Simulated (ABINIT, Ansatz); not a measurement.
# Quasiparticle gap of CuI (Marshite) in ABINIT

Aim: the G0W0 gap of CuI (Marshite) on PBE, step by step.

Method: PBE and many-body steps on it, plane waves, in ABINIT 10.8.3.

The database entry behind the starting cell differs from other determinations of this structure, so it need not match the best structure at room temperature.

In doubt: a PseudoDojo file used here is known to give poor structures and forces, which bears on pressures, cells, forces and phonons.

## 1. The starting structure

It takes space group F-43m (No. 216, cubic). Conventional cell: a = 6.063 Å, b = 6.063 Å, c = 6.063 Å, α = 90.00°, β = 90.00°, γ = 90.00°. Cu has 4 I at 2.63 Å nearest. Nearest to I lie 4 Cu at 2.63 Å. Farther neighbours, and contacts between anions beyond the nearest, are not listed.

Coordinates:

```cif
data_structure
_symmetry_space_group_name_H-M 'F-43m'
_symmetry_Int_Tables_number 216
_cell_length_a 6.0630
_cell_length_b 6.0630
_cell_length_c 6.0630
_cell_angle_alpha 90.000
_cell_angle_beta 90.000
_cell_angle_gamma 90.000
_cell_volume 222.88
loop_
_atom_site_label
_atom_site_type_symbol
_atom_site_symmetry_multiplicity
_atom_site_Wyckoff_symbol
_atom_site_fract_x
_atom_site_fract_y
_atom_site_fract_z
_atom_site_occupancy
Cu1 Cu 4 d 0.25000 0.25000 0.75000 1
I1 I 4 a 0.00000 0.00000 0.00000 1
```

The cell and positions come from the Crystallography Open Database and are kept as given unless a step says otherwise.

## 2. Ground state

This step: ABINIT 10.8.3; DFT, PBE, plane waves, norm-conserving pseudopotentials.

The ground-state density comes first.

File run.abi:

```
acell 3*1.0 Angstrom
rprim 
  0.000000000000 3.031500000000 3.031500000000
  3.031500000000 -0.000000000000 3.031500000000
  3.031500000000 3.031500000000 0.000000000000
ntypat 2
znucl 29 53
natom 2
typat 1 2
xred 
  0.250000000000 0.250000000000 0.250000000000
  0.000000000000 0.000000000000 0.000000000000
pp_dirpath "pseudos"
pseudos "Cu.upf, I.upf"
ecut 42
ngkpt 6 6 6
nshiftk 1
shiftk 0 0 0
kptopt 1
chksymbreak 0
nband 18
occopt 1
tolvrs 1e-10
nstep 60
prtwf 0
optforces 0
optstress 0
indata_prefix "in"
outdata_prefix "out"
tmpdata_prefix "tmp"
```

Run with:

```sh
$ OMP_NUM_THREADS=1 mpirun -n 8 abinit run.abi > log
```

Log:

```text
.Version 10.8.3 of ABINIT. v10.8.2 released Aug 2026.

 Symmetries : space group F-4 3 m (#216); Bravais cF (face-center cubic)
================================================================================
 Values of the parameters that define the memory need of the present run
     intxc =       0    ionmov =       0      iscf =       7    lmnmax =       6
     lnmax =       6     mgfft =      48  mpssoang =       3    mqgrid =    3001
     natom =       2  nloc_mem =       1    nspden =       1   nspinor =       1
    nsppol =       1      nsym =      24    n1xccc =    2501    ntypat =       2
    occopt =       1   xclevel =       2
-    mband =          18        mffmem =           1         mkmem =           2
       mpw =        4897          nfft =      110592          nkpt =          16
================================================================================
  Rough estimation (10% accuracy) of disk space for files :
================================================================================

--------------------------------------------------------------------------------
------------- Echo of variables that govern the present computation ------------
--------------------------------------------------------------------------------
 -outvars: echo values of preprocessed input variables --------
            acell      1.8897261259E+00  1.8897261259E+00  1.8897261259E+00 Bohr

      chksymbreak           0
             ecut      4.20000000E+01 Hartree
-          fftalg         312

              ixc     -101130
              kpt      0.00000000E+00  0.00000000E+00  0.00000000E+00
                       1.66666667E-01  0.00000000E+00  0.00000000E+00
                       3.33333333E-01  0.00000000E+00  0.00000000E+00
                       5.00000000E-01  0.00000000E+00  0.00000000E+00
                       1.66666667E-01  1.66666667E-01  0.00000000E+00
                       3.33333333E-01  1.66666667E-01  0.00000000E+00
                       5.00000000E-01  1.66666667E-01  0.00000000E+00
                      -3.33333333E-01  1.66666667E-01  0.00000000E+00
                      -1.66666667E-01  1.66666667E-01  0.00000000E+00
   [... 5 further rows ...]
                      -3.33333333E-01  3.33333333E-01  1.66666667E-01
                      -3.33333333E-01  5.00000000E-01  1.66666667E-01
         kptrlatt        6    0    0      0    6    0      0    0    6
          kptrlen      4.86096717E+01
P           mkmem           2
            natom           2
            nband          18
            ngfft          48      48      48
             nkpt          16
            nstep          60
             nsym          24
           ntypat           2
              occ      2.000000  2.000000  2.000000  2.000000  2.000000  2.000000
                       2.000000  2.000000  2.000000  2.000000  2.000000  2.000000
                       2.000000  0.000000  0.000000  0.000000  0.000000  0.000000
        optforces           0
        optstress           0
            prtwf           0
            rprim      0.0000000000E+00  3.0315000000E+00  3.0315000000E+00
[...]
spgroup         216

           tolvrs      1.00000000E-10

             xred      2.5000000000E-01  2.5000000000E-01  2.5000000000E-01
[...]
znucl       29.00000   53.00000

================================================================================

 chkinp: Checking input parameters for consistency.

================================================================================
== DATASET  1 ==================================================================
-   mpi_nproc: 8, omp_nthreads: 1 (-1 if OMP is not activated)

--- !DatasetInfo
iteration_state: {dtset: 1, }
dimensions: {natom: 2, nkpt: 16, mband: 18, nsppol: 1, nspinor: 1, nspden: 1, mpw: 4897, }
cutoff_energies: {ecut:  42.0, pawecutdg:  -1.0, }
electrons: {nelect:   2.60000000E+01, charge:   0.00000000E+00, occopt:   1.00000000E+00, tsmear:   1.00000000E-02, }

 Real(R)+Recip(G) space primitive vectors, cartesian coordinates (Bohr,Bohr^-1):
 R(1)=  0.0000000  5.7287048  5.7287048  G(1)= -0.0872798  0.0872798  0.0872798
 R(2)=  5.7287048  0.0000000  5.7287048  G(2)=  0.0872798 -0.0872798  0.0872798
 R(3)=  5.7287048  5.7287048  0.0000000  G(3)=  0.0872798  0.0872798 -0.0872798
 Unit cell volume ucvol=  3.7600993E+02 bohr^3
 Angles (23,13,12)=  6.00000000E+01  6.00000000E+01  6.00000000E+01 degrees

 getcut: wavevector=  0.0000  0.0000  0.0000  ngfft=  48  48  48
         ecut(hartree)=     42.000   => boxcut(ratio)=   2.03086

--- Pseudopotential description ------------------------------------------------
- Cu Generated using ONCVPSP code by D. R. Hamann
- 29.00000  19.00000  171031                  znucl, zion, pspdat
12 -101130 2 -1 1492                          pspcod,pspxc,lmax,lloc,mmax
     nproj     2     2     2
  pspatm : epsatm=   21.66068635
         --- l  ekb(1:nproj) -->
[...]
pspatm: atomic psp has been read  and splines computed

- I Generated using ONCVPSP code by D. R. Hamann
- 53.00000   7.00000  171031                  znucl, zion, pspdat
12 -101130 2 -1 1196                          pspcod,pspxc,lmax,lloc,mmax
     nproj     2     2     2
  pspatm : epsatm=   19.17056757
         --- l  ekb(1:nproj) -->
[...]
2    4.134838    0.711910
 pspatm: atomic psp has been read  and splines computed

   1.06161260E+03                                ecore*ucvol(ha*bohr**3)
--------------------------------------------------------------------------------

_setup2: Arith. and geom. avg. npw (full set) are    4887.671    4887.663

================================================================================

--- !BeginCycle
iteration_state: {dtset: 1, }
solver: {iscf: 7, nstep: 60, nline: 4, wfoptalg: 0, }
tolerances: {tolvrs: 1.00E-10, }

     iter   Etot(hartree)      deltaE(h)  residm     vres2
 ETOT  1  -198.49932499269    -1.985E+02 2.197E-01 1.428E+04
 ETOT  2  -198.62838877951    -1.291E-01 1.416E-01 2.812E+04
 ETOT  3  -201.85821648741    -3.230E+00 3.329E-02 5.168E+03
 ETOT  4  -202.28168608485    -4.235E-01 1.171E-01 1.994E+03
 ETOT  5  -202.45053120802    -1.688E-01 2.533E-03 7.482E+02
 ETOT  6  -202.51508045913    -6.455E-02 6.536E-04 2.857E+02
 ETOT  7  -202.55301032748    -3.793E-02 6.418E-04 3.088E+01
 ETOT  8  -202.55456500006    -1.555E-03 1.987E-01 1.990E+01
 ETOT  9  -202.55759561681    -3.031E-03 1.776E-02 4.280E-01
 ETOT 10  -202.55765731972    -6.170E-05 1.450E-04 3.819E-03
 ETOT 11  -202.55765777924    -4.595E-07 1.649E-05 1.349E-03
 ETOT 12  -202.55765802563    -2.464E-07 3.672E-06 7.583E-06
 ETOT 13  -202.55765802693    -1.297E-09 3.106E-07 5.036E-07
 ETOT 14  -202.55765802699    -6.722E-11 5.726E-07 2.429E-07
 ETOT 15  -202.55765802704    -4.806E-11 4.875E-08 1.304E-10
 ETOT 16  -202.55765802703     1.427E-11 9.699E-08 2.870E-11

 At SCF step   16       vres2   =  2.87E-11 < tolvrs=  1.00E-10 =>converged.

--- !ResultsGS
iteration_state: {dtset: 1, }
comment   : Summary of ground state results
lattice_vectors:
- [  0.0000000,   5.7287048,   5.7287048, ]
- [  5.7287048,  -0.0000000,   5.7287048, ]
- [  5.7287048,   5.7287048,   0.0000000, ]
lattice_lengths: [   8.10161,    8.10161,    8.10161, ]
lattice_angles: [ 60.000,  60.000,  60.000, ] # degrees, (23, 13, 12)
lattice_volume:   3.7600993E+02
convergence: {deltae:  1.427E-11, res2:  2.870E-11, residm:  9.699E-08, diffor:  0.000E+00, }
etotal    :  -2.02557658E+02
entropy   :   0.00000000E+00
fermie    :   1.43174079E-01
cartesian_stress_tensor: null
pressure_GPa: null
xred      :
- [  2.5000E-01,   2.5000E-01,   2.5000E-01, Cu]
- [  0.0000E+00,   0.0000E+00,   0.0000E+00,  I]
cartesian_forces: null
force_length_stats: {min: null, max: null, mean: null, }

 Integrated electronic density in atomic spheres:
 ------------------------------------------------
 Atom  Sphere_radius  Integrated_density
    1        2.00000         17.36540554
    2        2.00000          2.86755521
================================================================================

 ----iterations are completed or convergence reached----

 Mean square residual over all n,k,spin=   33.817E-11; max=  96.988E-09
 reduced coordinates (array xred) for    2 atoms
       0.250000      0.250000      0.250000
       0.000000      0.000000      0.000000
 rms dE/dt=  0.0000E+00; max dE/dt=  0.0000E+00; dE/dt below (all hartree)
    1       0.000000      0.000000      0.000000
    2       0.000000      0.000000      0.000000

 cartesian coordinates (angstrom) at end:
    1      1.515750     1.515750     1.515750
    2      0.000000     0.000000     0.000000
 length scales=  1.889726  1.889726  1.889726 bohr
              =  1.000000  1.000000  1.000000 angstroms
 prteigrs : about to open file out_EIG
 Fermi (or HOMO) energy (hartree) =   0.14317   Average Vxc (hartree)=  -0.33457
 Eigenvalues (hartree) for nkpt=  16  k points:
 kpt#   1, nband= 18, wtk=  0.00463, kpt=  0.0000  0.0000  0.0000 (reduced coord)
  -3.95427   -2.38976   -2.38976   -2.38976   -0.37361    0.00854    0.00854    0.00854
   0.07568    0.07568    0.14317    0.14317    0.14317    0.18334    0.32176    0.32176
   0.32176    0.44822
 prteigrs : prtvol=0 or 1, do not print more k-points.

--- !EnergyTerms
iteration_state     : {dtset: 1, }
comment             : Components of total free energy in Hartree
kinetic             :  9.066078E+01
hartree             :  9.192203E+01
xc                  : -2.734888E+01
Ewald energy        : -9.134300E+01
psp_core            :  2.823363E+00
local_psp           : -2.375412E+02
non_local_psp       : -3.173074E+01
total_energy        : -2.025577E+02
total_energy_eV     : -5.511875E+03
band_energy         : -2.214648E+01

== END DATASET(S) ==============================================================
================================================================================

 -outvars: echo values of variables after computation  --------
           etotal     -2.0255765803E+02
            nband          18
             nkpt          16
          spgroup         216
 [... the other variables as echoed above ...]

 Calculation completed.
```

Elapsed: 23 s, on 8 MPI ranks of Arm Neoverse V1, shared host; peak memory 0.65 GiB.

This step gave:

- total energy: -5511.8747 eV
- gap: 1.093 eV
- k of the valence top: 0, 0, 0
- k of the conduction bottom: 0, 0, 0
- least direct gap: 1.093 eV

The gap is direct, at Γ.

(Continued in part 2 of 3.)

[Long decimals in the printed logs are rounded to 6 places.]

[Logs are printed without paths, hosts, clocks, repeated set-up lines and the standing remarks that a program may print on its own settings, such as how far it seeks lower states.]

[Paths, hosts, dates, memory and timing lines, banners, echoed tables and standing remarks are left out of the program output; an Ansatz launch command may be rebuilt from the run's recorded settings. Measured values are a selection of at most five: reports struck by readers or far from the other reports are left out. None is set beside runs whose start may be inverted or whose files or cutoffs have a known fault.]

[Runs of the session that timed out or met a known fault of the program may be left out.]

[Hosts, paths, dates, database ids (printed as entryN), source tags and the programs' standing remarks are cut or masked in the printed files.]

[G0W0 gaps are taken among the corrected bands and points alone; a level outside them can change the order at an edge.]

[Where Ansatz stands beside ABINIT at settings called matched, ABINIT's density can come from a denser mesh and the files from another edition; pairs whose starting gaps differed by over 0.03 eV were left out, so agreement reads better than it is.]
